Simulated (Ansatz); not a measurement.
# Sc on Au(111): change of the work function

How does one ordered layer of Sc (fcc site) change the work function of Au(111), and what dipole does each adsorbate carry?

Main program and level: Ansatz 0.2.0; plane-wave DFT, PBEsol, Ansatz PAW, in the first sound run; inputs show where later runs differ.

### 1. The starting structure

The cell holds 4 atoms: 4 Au. Its edges and angles: a = 2.885 Å, b = 2.885 Å, c = 25.067 Å, α = 90.0°, β = 90.0°, γ = 60.0°. Vacuum lies along c.

Structure file:

```cif
data_structure
_symmetry_space_group_name_H-M 'P 1'
_symmetry_Int_Tables_number 1
_cell_length_a 2.8850
_cell_length_b 2.8850
_cell_length_c 25.0668
_cell_angle_alpha 90.000
_cell_angle_beta 90.000
_cell_angle_gamma 60.000
_cell_volume 180.68
loop_
_atom_site_label
_atom_site_type_symbol
_atom_site_fract_x
_atom_site_fract_y
_atom_site_fract_z
_atom_site_occupancy
Au1 Au 0.00000 0.00000 0.35904 1
Au2 Au 0.33333 0.33333 0.45301 1
Au3 Au 0.66667 0.66667 0.54699 1
Au4 Au 0.00000 0.00000 0.64096 1
```

### 2. The clean slab

The bare slab comes first, as the zero from which every change is counted. The two lowest layers are held at bulk places and the upper ones relax. The dipole correction removes the false field that a one-sided slab makes across the periodic vacuum, so each face gets a flat vacuum level of its own.

Input file input.yaml:

```yaml
crystal:
  lattice:
    - [2.8849956672, 0.0, 0.0]
    - [1.4424978336, 2.4984795376, 0.0]
    - [0.0, 0.0, 25.0667672949]
  atoms:
    - { symbol: Au, position: [0.0, 0.0, 0.3590411118] }
    - { symbol: Au, position: [0.3333333333, 0.3333333333, 0.4530137039] }
    - { symbol: Au, position: [0.6666666667, 0.6666666667, 0.5469862961] }
    - { symbol: Au, position: [0.0, 0.0, 0.6409588882] }
kpoints:
  mp_grid: { grid: [12, 12, 1] }
hamiltonian:
  xc: pbesol
scf:
  occupations: { method: fermi_dirac, width: 0.1 }
  convergence: { dr2_threshold: 1.0e-08 }
efield:
  axis: 3
  dipole_correction: true
  ramp_position: 0.97
  ramp_width: 0.06
relax:
  f_tol: 0.02
  max_steps: 60
  constraints: [{ sites: [0, 1] }]
output:
  write_potential: true
  write_density: true
  volumetric_format: npy
```

Command:

```sh
ansatz run input.yaml --threads 4 --pin off --max-ram 6144MiB --backend cpu --events-out ev --progress --plain --runs-dir out
```

Numbers of over 12 decimals in the logs are rounded to 6 here.

Log:

```text
Engine: ansatz 0.2.0, aarch64-unknown-linux-gnu
Pseudopotentials: kind: paw
Pseudopotential: Au, paw, valence charge 19, recommended cutoff 420 eV (normal), Au.paw.azcp
Functional definition: PBEsol
  exchange = pbesol_x
  correlation = pbesol_c
Crystal: 4 atoms, lattice volume = 180.684 Å³
Basis set: ecut = 420 eV, 3551 PW (Γ), exchange–correlation on 40×40×360 points (8 copies of the dense FFT grid, shifted against one another)
Bands: 46, of which v1, the nominal top of the filled ones, is band 38 counted from 1 (37 counted from 0)
Symmetry: 6 space group operations
k-points: 19 of 144 (time reversal used)
Non-local potential: Au, projectors of the file, l = 0: 3, l = 1: 2, l = 2: 2, l = 3: 1
PAW form: soft (Blöchl's): semilocal exchange-correlation on the pseudo side does not see the compensation charge
PAW frozen core: Au, regenerated for the run's functional, and the local potential with it (the file was generated under x = pbe(κ = 0.804, μ = 0.219515), c = pbe(β = 0.066725))
PAW one-centre angular grid: Au, 590 points (default); XC on 64 Gauss nodes
Initial density: superposition of atomic densities (neutral atoms: chi_scale 0, normalization atom), corrected by the library's trained network
Initial wavefunctions: pseudopotential atomic-orbital guess
Functional: x = pbesol(κ = 0.804, μ = 0.123457), c = pbesol(β = 0.046)
SCF iter   1: F=—  HF=-52027.519362 eV  |F-HF|=—  |Δ(HF+E_count)|=         —  Δρ=4.82e-3  dr2=2.02e-1  ethr=1.77e-3  p=0.000 e·Å  D=2.37e-14 V/Å  ΔV_dip=-0.00 eV  dr2_dipole=2.96e-8  V_vac-E_F(+/−)=4.82/4.82 eV  ⟨swp⟩=9.0  Hψ=3907  notcnv=0  defer=10
efield: sawtooth ramp at fractional position 0.9700 (set: `efield.ramp_position`, or a place that a band, a saddle search or an elastic batch's reference lends), width 0.0600; the density the first Hamiltonian is built on has a dipole p = 0.000 e·Å; the dipole correction subtracts the counter field D = 2.37e-14 V/Å, which shifts the + side's vacuum level by -0.00 eV against the − side's; the planar-averaged density in the ramp window peaks in size at 8.1e-6 e/Å³
preconditioner: auto → LDOS  [metal: Δε(μ)=0.142 eV  Ē_g=9.105 eV  σ=0.100 eV  W_gap=0.32  n_scr=18 (ndim 8)  ℏωp=18.3 eV  f_vac=0.579  D(μ)=1.84/eV (n_scr^D=10)  β→1.0]
SCF iter   2: F=—  HF=-52027.516456 eV  |F-HF|=—  |Δ(HF+E_count)|=   2.91e-3  Δρ=4.53e-3  dr2=4.74e-2  ethr=2.65e-4  p=-0.000 e·Å  D=-4.46e-5 V/Å  ΔV_dip=0.00 eV  dr2_dipole=5.92e-9  V_vac-E_F(+/−)=5.31/5.31 eV  ⟨swp⟩=2.3  Hψ=1563  notcnv=0  defer=28
SCF iter   3: F=—  HF=-52027.505692 eV  |F-HF|=—  |Δ(HF+E_count)|=   1.08e-2  Δρ=7.77e-4  dr2=3.87e-3  ethr=6.24e-5  p=-0.000 e·Å  D=-1.25e-5 V/Å  ΔV_dip=0.00 eV  dr2_dipole=1.45e-8  V_vac-E_F(+/−)=5.19/5.19 eV  ⟨swp⟩=2.2  Hψ=1458  notcnv=0  defer=28
SCF iter   4: F=—  HF=-52027.505227 eV  |F-HF|=—  |Δ(HF+E_count)|=   4.66e-4  Δρ=2.38e-4  dr2=2.68e-4  ethr=5.10e-6  p=-0.000 e·Å  D=-4.34e-6 V/Å  ΔV_dip=0.00 eV  dr2_dipole=8.86e-11  V_vac-E_F(+/−)=5.23/5.23 eV  ⟨swp⟩=2.2  Hψ=1332  notcnv=0  defer=28
SCF iter   5: F=—  HF=-52027.505204 eV  |F-HF|=—  |Δ(HF+E_count)|=   2.26e-5  Δρ=7.93e-5  dr2=1.04e-5  ethr=3.52e-7  p=-0.000 e·Å  D=-2.11e-6 V/Å  ΔV_dip=0.00 eV  dr2_dipole=3.82e-11  V_vac-E_F(+/−)=5.24/5.23 eV  ⟨swp⟩=2.0  Hψ=1261  notcnv=0  defer=28
SCF iter   6: F=—  HF=-52027.505182 eV  |F-HF|=—  |Δ(HF+E_count)|=   2.21e-5  Δρ=2.66e-5  dr2=1.18e-6  ethr=1.37e-8  p=-0.000 e·Å  D=-1.13e-6 V/Å  ΔV_dip=0.00 eV  dr2_dipole=4.58e-11  V_vac-E_F(+/−)=5.24/5.24 eV  ⟨swp⟩=3.1  Hψ=1722  notcnv=0  defer=28
SCF iter   7: F=—  HF=-52027.505242 eV  |F-HF|=—  |Δ(HF+E_count)|=   5.99e-5  Δρ=5.98e-6  dr2=9.74e-8  ethr=1.55e-9  p=-0.000 e·Å  D=-4.19e-7 V/Å  ΔV_dip=0.00 eV  dr2_dipole=1.10e-11  V_vac-E_F(+/−)=5.24/5.24 eV  ⟨swp⟩=2.3  Hψ=1346  notcnv=0  defer=27
SCF iter   8: F=-52027.505242 eV  HF=-52027.505242 eV  |F-HF|=1.90e-8  |Δ(HF+E_count)|=   5.88e-8  Δρ=1.69e-6  dr2=8.04e-9  ethr=1.32e-11  p=-0.000 e·Å  D=-1.82e-7 V/Å  ΔV_dip=0.00 eV  dr2_dipole=1.06e-12  V_vac-E_F(+/−)=5.24/5.24 eV  ⟨swp⟩=10.8  Hψ=6403  notcnv=0
SCF 1 converged in 8 iterations: F = -52027.505242 eV  dr2 = 8.04e-9
  greatest PAW one-centre occupation: 1.001 electrons in one spin orbital (limit 2), on the Au atom at site 1 (counted from 0), in its partial waves of l = 0
relax step   1: F+E_penalty+E_count = -52027.50524213 eV  Δ(F+E_penalty+E_count) = +0.000e0 eV  max|allowed force component| = 1.540e-1 eV/Å  Δτ_max = 0.0000 Å  (8 SCF iters, accepted)
Initial density: handed on by an earlier stage of this run
Initial wavefunctions: those handed on with the density
iter 1 solved again at ethr=1.01e-5 eV; its pass at ethr=3.10e-3 eV (dr2=7.64e-3 eV) is discarded
SCF iter   1: F=—  HF=-52027.504854 eV  |F-HF|=—  |Δ(HF+E_count)|=         —  Δρ=1.93e-3  dr2=8.60e-3  ethr=1.01e-5  p=-0.000 e·Å  D=-3.53e-7 V/Å  ΔV_dip=0.00 eV  dr2_dipole=1.24e-3  V_vac-E_F(+/−)=5.24/5.24 eV  ⟨swp⟩=2.7  Hψ=3276  notcnv=0  defer=31
efield: sawtooth ramp at fractional position 0.9700 (set: `efield.ramp_position`, or a place that a band, a saddle search or an elastic batch's reference lends), width 0.0600; the density the first Hamiltonian is built on has a dipole p = -0.000 e·Å; the dipole correction subtracts the counter field D = -3.53e-7 V/Å, which shifts the + side's vacuum level by +0.00 eV against the − side's; the planar-averaged density in the ramp window peaks in size at 2.0e-6 e/Å³
preconditioner: auto → LDOS  [metal: Δε(μ)=0.132 eV  Ē_g=9.265 eV  σ=0.100 eV  W_gap=0.32  n_scr=18 (ndim 8)  ℏωp=18.3 eV  f_vac=0.581  D(μ)=1.66/eV (n_scr^D=10)  β→1.0]
SCF iter   2: F=—  HF=-52027.504513 eV  |F-HF|=—  |Δ(HF+E_count)|=   3.41e-4  Δρ=1.18e-3  dr2=6.87e-3  ethr=1.01e-5  p=-0.002 e·Å  D=-2.31e-3 V/Å  ΔV_dip=0.06 eV  dr2_dipole=1.09e-3  V_vac-E_F(+/−)=5.30/5.24 eV  ⟨swp⟩=2.2  Hψ=1438  notcnv=0  defer=31
SCF iter   3: F=—  HF=-52027.503131 eV  |F-HF|=—  |Δ(HF+E_count)|=   1.38e-3  Δρ=2.25e-4  dr2=9.01e-5  ethr=9.04e-6  p=-0.001 e·Å  D=-6.25e-4 V/Å  ΔV_dip=0.02 eV  dr2_dipole=1.94e-7  V_vac-E_F(+/−)=5.25/5.24 eV  ⟨swp⟩=2.0  Hψ=1313  notcnv=0  defer=31
SCF iter   4: F=—  HF=-52027.503102 eV  |F-HF|=—  |Δ(HF+E_count)|=   2.97e-5  Δρ=6.87e-5  dr2=1.25e-5  ethr=1.19e-7  p=-0.001 e·Å  D=-6.95e-4 V/Å  ΔV_dip=0.02 eV  dr2_dipole=5.23e-7  V_vac-E_F(+/−)=5.25/5.24 eV  ⟨swp⟩=3.2  Hψ=1782  notcnv=0  defer=31
SCF iter   5: F=—  HF=-52027.503112 eV  |F-HF|=—  |Δ(HF+E_count)|=   1.01e-5  Δρ=1.99e-5  dr2=1.52e-6  ethr=1.64e-8  p=-0.001 e·Å  D=-6.12e-4 V/Å  ΔV_dip=0.02 eV  dr2_dipole=1.53e-7  V_vac-E_F(+/−)=5.25/5.24 eV  ⟨swp⟩=2.0  Hψ=1258  notcnv=0  defer=31
SCF iter   6: F=—  HF=-52027.503165 eV  |F-HF|=—  |Δ(HF+E_count)|=   5.29e-5  Δρ=5.30e-6  dr2=1.30e-7  ethr=2.00e-9  p=-0.001 e·Å  D=-5.79e-4 V/Å  ΔV_dip=0.01 eV  dr2_dipole=1.29e-8  V_vac-E_F(+/−)=5.25/5.24 eV  ⟨swp⟩=2.0  Hψ=1272  notcnv=0  defer=31
SCF iter   7: F=-52027.503165 eV  HF=-52027.503165 eV  |F-HF|=2.17e-8  |Δ(HF+E_count)|=   1.11e-8  Δρ=1.48e-6  dr2=3.64e-9  ethr=1.32e-11  p=-0.001 e·Å  D=-5.67e-4 V/Å  ΔV_dip=0.01 eV  dr2_dipole=2.54e-11  V_vac-E_F(+/−)=5.25/5.24 eV  ⟨swp⟩=8.7  Hψ=6668  notcnv=0
SCF 2 converged in 7 iterations: F = -52027.503165 eV  dr2 = 3.64e-9
  greatest PAW one-centre occupation: 1.001 electrons in one spin orbital (limit 2), on the Au atom at site 2 (counted from 0), in its partial waves of l = 0
relax step   2: F+E_penalty+E_count = -52027.50316465 eV  Δ(F+E_penalty+E_count) = +2.077e-3 eV  max|allowed force component| = 2.427e-1 eV/Å  Δτ_max = 0.0581 Å  (7 SCF iters, rejected (line search))
SCF iter   1: F=—  HF=-52027.507287 eV  |F-HF|=—  |Δ(HF+E_count)|=         —  Δρ=1.11e-3  dr2=3.21e-3  ethr=3.79e-5  p=-0.001 e·Å  D=-5.67e-4 V/Å  ΔV_dip=0.01 eV  dr2_dipole=6.70e-4  V_vac-E_F(+/−)=5.25/5.23 eV  ⟨swp⟩=3.5  Hψ=2028  notcnv=0  defer=31
efield: sawtooth ramp at fractional position 0.9700 (set: `efield.ramp_position`, or a place that a band, a saddle search or an elastic batch's reference lends), width 0.0600; the density the first Hamiltonian is built on has a dipole p = -0.001 e·Å; the dipole correction subtracts the counter field D = -5.67e-4 V/Å, which shifts the + side's vacuum level by +0.01 eV against the − side's; the planar-averaged density in the ramp window peaks in size at 3.5e-6 e/Å³
preconditioner: auto → LDOS  [metal: Δε(μ)=0.132 eV  Ē_g=9.257 eV  σ=0.100 eV  W_gap=0.32  n_scr=18 (ndim 8)  ℏωp=18.3 eV  f_vac=0.580  D(μ)=1.66/eV (n_scr^D=10)  β→1.0]
SCF iter   2: F=—  HF=-52027.507209 eV  |F-HF|=—  |Δ(HF+E_count)|=   7.80e-5  Δρ=7.04e-4  dr2=2.58e-3  ethr=4.22e-6  p=0.001 e·Å  D=8.91e-4 V/Å  ΔV_dip=-0.02 eV  dr2_dipole=5.87e-4  V_vac-E_F(+/−)=5.22/5.24 eV  ⟨swp⟩=2.6  Hψ=1780  notcnv=0  defer=31
SCF iter   3: F=—  HF=-52027.506733 eV  |F-HF|=—  |Δ(HF+E_count)|=   4.76e-4  Δρ=1.39e-4  dr2=4.82e-5  ethr=3.40e-6  p=-0.000 e·Å  D=-1.63e-4 V/Å  ΔV_dip=0.00 eV  dr2_dipole=3.61e-6  V_vac-E_F(+/−)=5.24/5.24 eV  ⟨swp⟩=2.1  Hψ=1313  notcnv=0  defer=31
SCF iter   4: F=—  HF=-52027.506737 eV  |F-HF|=—  |Δ(HF+E_count)|=   3.97e-6  Δρ=4.81e-5  dr2=7.74e-6  ethr=6.34e-8  p=-0.000 e·Å  D=-1.45e-4 V/Å  ΔV_dip=0.00 eV  dr2_dipole=1.59e-6  V_vac-E_F(+/−)=5.24/5.24 eV  ⟨swp⟩=2.7  Hψ=1551  notcnv=0  defer=31
SCF iter   5: F=—  HF=-52027.506774 eV  |F-HF|=—  |Δ(HF+E_count)|=   3.68e-5  Δρ=1.66e-5  dr2=1.19e-6  ethr=1.02e-8  p=-0.000 e·Å  D=-2.03e-4 V/Å  ΔV_dip=0.01 eV  dr2_dipole=2.69e-7  V_vac-E_F(+/−)=5.24/5.24 eV  ⟨swp⟩=2.0  Hψ=1194  notcnv=0  defer=31
SCF iter   6: F=—  HF=-52027.506773 eV  |F-HF|=—  |Δ(HF+E_count)|=   1.19e-7  Δρ=3.38e-6  dr2=4.69e-8  ethr=1.57e-9  p=-0.000 e·Å  D=-2.30e-4 V/Å  ΔV_dip=0.01 eV  dr2_dipole=5.85e-9  V_vac-E_F(+/−)=5.24/5.24 eV  ⟨swp⟩=2.2  Hψ=1246  notcnv=0  defer=31
SCF iter   7: F=-52027.506773 eV  HF=-52027.506773 eV  |F-HF|=1.60e-8  |Δ(HF+E_count)|=   4.45e-9  Δρ=1.09e-6  dr2=3.04e-9  ethr=1.32e-11  p=-0.000 e·Å  D=-2.34e-4 V/Å  ΔV_dip=0.01 eV  dr2_dipole=9.25e-11  V_vac-E_F(+/−)=5.24/5.24 eV  ⟨swp⟩=10.3  Hψ=6263  notcnv=0
SCF 3 converged in 7 iterations: F = -52027.506773 eV  dr2 = 3.04e-9
relax step   3: F+E_penalty+E_count = -52027.50677343 eV  Δ(F+E_penalty+E_count) = -1.531e-3 eV  max|allowed force component| = 5.790e-3 eV/Å  Δτ_max = 0.0244 Å  (7 SCF iters, accepted)
NSCF: frozen V_eff on 19 k-points
the band table was solved once a step of the walk had ended and its energy, with any forces and stress, was formed, with the checks that follow a solve (4907 applications of the Hamiltonian). They found nothing against the state; the energy, forces and stress were not computed again (output.eigenvalues in the input reference)
WARN: The output density's exchange-correlation potential varies sharply where the density is thin. Do not read a vacuum level from v_tot or v_xc, or from such a field of the output density. On a cell that repeats whose density bears no net charge and no dipole along the vacuum's axis use v_es (v_loc + v_h of the components); under efield.dipole_correction with no amplitude use v_es + v_field, which holds any externa [...]
SCF converged after 7 iterations
Free energy (F): -52027.506773 eV
Harris-Foulkes:  -52027.506773 eV  (|F-HF|=1.60e-8)
Internal energy: -52027.454260 eV  (E = F + TS)
E sigma→0 (E₀):  -52027.480517 eV
Entropy (-TS):   -0.052514 eV (-13.128 meV/atom)
Fermi energy:    4.436196 eV
Dipole field:    D = -0.000221 V/Å  (p = -0.000220 e·Å, saw-weighted, corrected)
Work function:   Φ+ = 5.2418 eV   Φ− = 5.2363 eV
Levels:          The Fermi level and band energies are counted from a zero that moves with the ramp; work functions are not
--- Per-component energies (eV) ---
  E_band       = -2043.309794
  E_kinetic    = 2416.939537
  E_local      = -128376.370549  (includes V_loc(G=0)·N_el)
  E_nonlocal   = 311.033799
  E_hartree    = 63078.000709
  E_xc         = -904.143211
  E_vxc        = -1095.430599  (∫ρ·V_xc dr)
  E_paw        = -38263.399789  (= ΣΔE_a)
  E_vpaw       = -1455.502205  (= ΣTr[D̂ρ^β])
  E_aug_tail   = 0.005736  (compensation charges beyond the density's cutoff)
  E_efield     = 0.000000  (sawtooth field / dipole correction)
  E_vefield    = -0.000151  (∫n·V_field dr)
  E_ewald      = 49709.241592
  E_core_change = 1.237916  (= ΣΔE_core)
  E_smearing   = -0.052514  (= −TS)
  E_closure    = 0.000000  (closes the sum)
  Σ components = -52027.506773   (vs F -52027.506773, Δ=0.00e0)
--- Forces (eV/Å), atoms counted from 1 ---
  atom   1  Au    -0.00000000     0.00000000    -0.04755852
  atom   2  Au     0.00000000    -0.00000000     0.04155554
  atom   3  Au     0.00000000     0.00000000     0.00579035
  atom   4  Au     0.00000000    -0.00000000     0.00019058
  max |Σ_I F_I| component: 2.20e-5 eV/Å
--- Band table (eV; the first three rows and the last of 19) ---
  k-point 0: bands = [... 34 lower, 1.5715, 2.0876, 2.0876, 2.4575, 2.4575, 3.1601, 4.4899, 9.1055, ... 4 higher]
  k-point 1: bands = [... 34 lower, 1.6160, 1.8193, 2.0852, 2.2732, 2.4671, 3.5990, 5.1117, 9.2174, ... 4 higher]
  k-point 2: bands = [... 34 lower, 1.5931, 1.6035, 2.0760, 2.4898, 2.5679, 4.3493, 6.3635, 9.5585, ... 4 higher]
  k-point 18: bands = [... 34 lower, 2.3142, 2.3166, 7.2912, 7.3034, 7.3043, 7.9589, 9.2363, 9.2390, ... 4 higher]
--- Relaxed structure (3 steps of the walk, 2 accepted, 0 SCFs on fresh bases) ---
  F+E_penalty+E_count = -52027.50677343 eV   max|allowed force component| = 5.790e-3 eV/Å
  atoms:
    - { symbol: Au, position: [0.0, 0.0, 0.359041] }
    - { symbol: Au, position: [0.333333, 0.333333, 0.453014] }
    - { symbol: Au, position: [0.666667, 0.666667, 0.546013] }
    - { symbol: Au, position: [-7.466652742267858e-19, 0, 0.640494] }
```

It took 17 s on 4 threads of Arm Neoverse N1, shared host; peak memory 0.51 GiB.

Relaxation path:

```csv
step,energy less that of the first step (eV),largest force component (eV/Å)
1,0.0000,0.1540
2,0.0021,0.2427
3,-0.0015,0.0058
```

Relaxation step 2 was tried and not accepted.

The run keeps the 6 symmetry operations that it works with, so distortions that break them were not tested.

The atoms that moved most (Å):

| atom | dx | dy | dz | length |
| --- | --- | --- | --- | --- |
| Au3 | 0.000 | 0.000 | -0.024 | 0.024 |
| Au4 | 0.000 | 0.000 | -0.012 | 0.012 |

Final coordinates:

```xyz
4
Lattice="2.8850 0.0000 0.0000 1.4425 2.4985 0.0000 0.0000 0.0000 25.0668" Properties=species:S:1:pos:R:3
Au    0.0000    0.0000    9.0000
Au    1.4425    0.8328   11.3556
Au    2.8850    1.6657   13.6868
Au    0.0000    0.0000   16.0551
```

Numbers from this step:

```
energy at zero smearing   : -52027.4805 eV
work function, upper face : 5.242 eV
dipole along the normal   : -2.20e-4 e·Å
```

Running mean over 2.356 Å of the planar mean; the ramp of the sawtooth is left out. The electron's electrostatic potential energy less the Fermi level by z:

```
z (Å)  electron's electrostatic potential energy less the Fermi level (eV)
  3.5                                                                 5.24
  4.0                                                                 5.24
  4.5                                                                 5.24
  5.0                                                                 5.23
  5.5                                                                 5.22
  6.0                                                                 5.18
  6.5                                                                 4.99
  7.0                                                                 4.18
  7.5                                                                 1.21
  8.0                                                                -3.34
  8.5                                                                -6.98
  9.0                                                                -8.18
  9.5                                                                -8.43
 10.0                                                                -8.52
 10.5                                                                -8.56
 11.0                                                                -8.61
 11.5                                                                -8.67
 12.0                                                                -8.78
 12.5                                                                -8.84
 13.0                                                                -8.79
 13.5                                                                -8.66
 14.0                                                                -8.58
 14.5                                                                -8.46
 15.0                                                                -8.40
 15.5                                                                -8.37
 16.0                                                                -8.21
 16.5                                                                -7.19
 17.0                                                                -3.83
 17.5                                                                0.747
 18.0                                                                 3.99
 18.5                                                                 4.96
 19.0                                                                 5.17
 19.5                                                                 5.23
 20.0                                                                 5.24
 20.5                                                                 5.24
 21.0                                                                 5.24
 21.5                                                                 5.24
 22.0                                                                 5.24
```

The relaxation took 3 steps and lowered the energy by 0.0015 eV; the largest force on the free atoms ends at 0.0058 eV/Å.

The work function of the upper face is 5.24 eV.

[end of part 1 of 4]

[Logs are printed without paths, hosts, clocks, repeated set-up lines and the standing remarks that a program may print on its own settings, such as how far it seeks lower states.]

[Hosts, paths, dates, database ids (printed as entryN), source tags and the programs' standing remarks are cut or masked in the printed files.]

[Maps of the electrostatic potential energy from Ansatz leave out the sawtooth potential of an applied field or a dipole correction, so their vacuum need not be flat; planar profiles and work functions include it.]
